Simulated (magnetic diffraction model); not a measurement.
## CeTaSbPd2: the ordered moment from one line

Space group P4/nmm (no. 129, origin choice 1), a = 4.4880 Å, c = 9.7290 Å.

```csv
site,atom,x,y,z
2c,Ta,1/2,0,0.1209
2c,Ce,1/2,0,0.7566
2b,Sb,1/2,1/2,1/2
2c,Pd,1/2,0,0.3783
2a,Pd,1/2,1/2,0
```

The compound is invented for this exercise: a known structure type with other elements, its cell scaled to their sizes and not relaxed.

Only Ce is taken to order (form factors of Ce3+); orders and moment sizes are assumed, and not adapted to the symmetry. Radiation: neutrons of λ = 1.8 Å, 3° to 60°; isotropic B of 0.43 Å² (Ta), 0.36 Å² (Ce), 0.48 Å² (Sb) and 0.39 Å² (Pd). Simulated constant-wavelength pattern: nuclear and magnetic terms add, the magnetic one as |2.695 fm × Σ f S⊥ exp(2πi Q·r) exp(−B s²)|², summed over all Q at one angle with the factor 1/(sin²θ cos θ). For collinear order S is the moment m, which repeats by lattice and centring translations R with the sign exp(−2πi k·R). Free-ion form factors, Sears's scattering lengths of 1992, no absorption; a label names one of the reflections at its angle. The strongest nuclear line in the range is 100, and lines under 0.2 are left out.

In a first state the assumed order is k = (0 0 0), collinear moments along [111], 1.4 μB on Ce; signs + at (1/2, 0, 0.7566), + at (0, 1/2, 0.2434), with this pattern:

```tsv
2θ (°)	index	nuclear	magnetic
10.62	(0 0 1)	1.8	0.0
21.32	(0 0 2)	14.0	1.0
25.52	(1 0 1)	12.1	7.1
32.95	(1 1 0)	8.8	2.3
39.59	(1 1 2)	80.3	2.4
40.05	(1 0 3)	66.9	1.6
43.44	(0 0 4)	0.8	0.2
46.76	(1 1 3)	0.6	0.0
47.29	(2 0 0)	100.0	1.0
48.61	(2 0 1)	0.4	0.0
49.78	(1 0 4)	0.2	0.0
52.42	(2 0 2)	10.3	1.3
54.50	(2 1 1)	5.9	2.7
55.58	(1 1 4)	67.2	0.8
```

**Question.** Nearer the ordering temperature the line at 25.52° has total intensity 15.6 on the same scale, and all moments have shrunk alike. How large is the Ce moment?

The nuclear part, 12.1, stays, so the magnetic part is 3.5 against 7.1. It goes as m², so m = 1.4 × √(3.5/7.1) = 0.98 μB; the value used was 0.98 μB.

[Logs are printed without paths, hosts, clocks, repeated set-up lines and the standing remarks that a program may print on its own settings, such as how far it seeks lower states.]
